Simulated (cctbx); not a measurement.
# Interatomic vectors of CdBi2O5

Space group Pmmn (no. 59, origin choice 1), a = 4.0560 Å, b = 13.7030 Å, c = 5.3010 Å, α = 90.00°, β = 90.00°, γ = 90.00°, content Bi4 Cd2 O10.

Simulated single-crystal data (cctbx): Mo Kα, λ = 0.71073 Å, to d = 0.7 Å, 95 % of the full sphere, strongest reflection 40000 counts, noise from counting, a 4 % proportional error and a noise floor of 4 counts (s.d.); no absorption.

Patterson synthesis, origin scaled to 1000:

```text
Patterson group P m m m
      u       v       w   height  length (A)
  0.000   0.000   0.000   1000.0     0.00
  0.500   0.500   0.168    463.2     7.20
  0.000   0.283   0.000    445.4     3.88
  0.500   0.141   0.500    299.6     3.86
  0.500   0.218   0.166    219.0     3.71
  0.000   0.358   0.294    197.2     5.15
  0.000   0.500   0.000     36.0     6.85
  0.000   0.201   0.000     31.4     2.76
  0.500   0.363   0.000     28.6     5.37
  0.500   0.471   0.500     23.3     7.27
  0.500   0.256   0.500     20.6     4.84
  0.500   0.000   0.216     16.6     2.33
  0.000   0.234   0.399     15.9     3.84
  0.250   0.000   0.000     14.4     1.01
```

**Question.** Which atom pairs make the peaks, and where is the heaviest atom?

A peak at u stands for all pairs with xi − xj = u, with weight Σ ZiZj against Σ Z² = 32804 at the origin. Peak heights follow these weights only roughly, since form factors, motion and series ripples differ, all vectors within 0.55 Å of a peak are counted as merged into it though the farther ones add only part of their weight, and F(000) is left out, which lowers the whole map:

| u | v | w | shortest length (Å) | height | 1000 ΣZiZj/ΣZ² | pairs in the cell |
| --- | --- | --- | --- | --- | --- | --- |
| 0.500 | 0.500 | 0.168 | 7.20 | 463 | 500 | 2 × Bi–Bi, 1 × Cd–Cd, 5 × O–O |
| 0.000 | 0.283 | 0.000 | 3.88 | 445 | 420 | 2 × Bi–Bi |
| 0.500 | 0.141 | 0.500 | 3.86 | 300 | 486 | 4 × Bi–Cd |
| 0.500 | 0.218 | 0.166 | 3.72 | 219 | 210 | 1 × Bi–Bi |
| 0.000 | 0.358 | 0.294 | 5.15 | 197 | 243 | 2 × Bi–Cd |

The table stops at ten peaks or at a height of 45, below which ripples compete. In the model behind the data Bi, the heaviest element, has 1 independent site: (1/2, 0.3585, 0.9177), up to an allowed shift of origin; the Bi–Bi vectors are differences of these positions and their symmetry mates. The whole model:

| atom | mult. | x | y | z | Ueq (Å²) |
| --- | --- | --- | --- | --- | --- |
| Bi1 | 4 | 1/2 | 0.3585 | 0.9177 | 0.0111 |
| Cd1 | 2 | 1/2 | 0 | 0.6273 | 0.0207 |
| O1 | 4 | 1/2 | 0.6002 | 0.5358 | 0.0267 |
| O2 | 4 | 1/2 | 0.1659 | 0.9361 | 0.0278 |
| O3 | 2 | 1/2 | 1/2 | 0.0951 | 0.0298 |

The model was made for the exercise: a known structure type with other elements put in, its volume estimated, not relaxed; displacement parameters are assumed.

[Logs are printed without paths, hosts, clocks, repeated set-up lines and the standing remarks that a program may print on its own settings, such as how far it seeks lower states.]
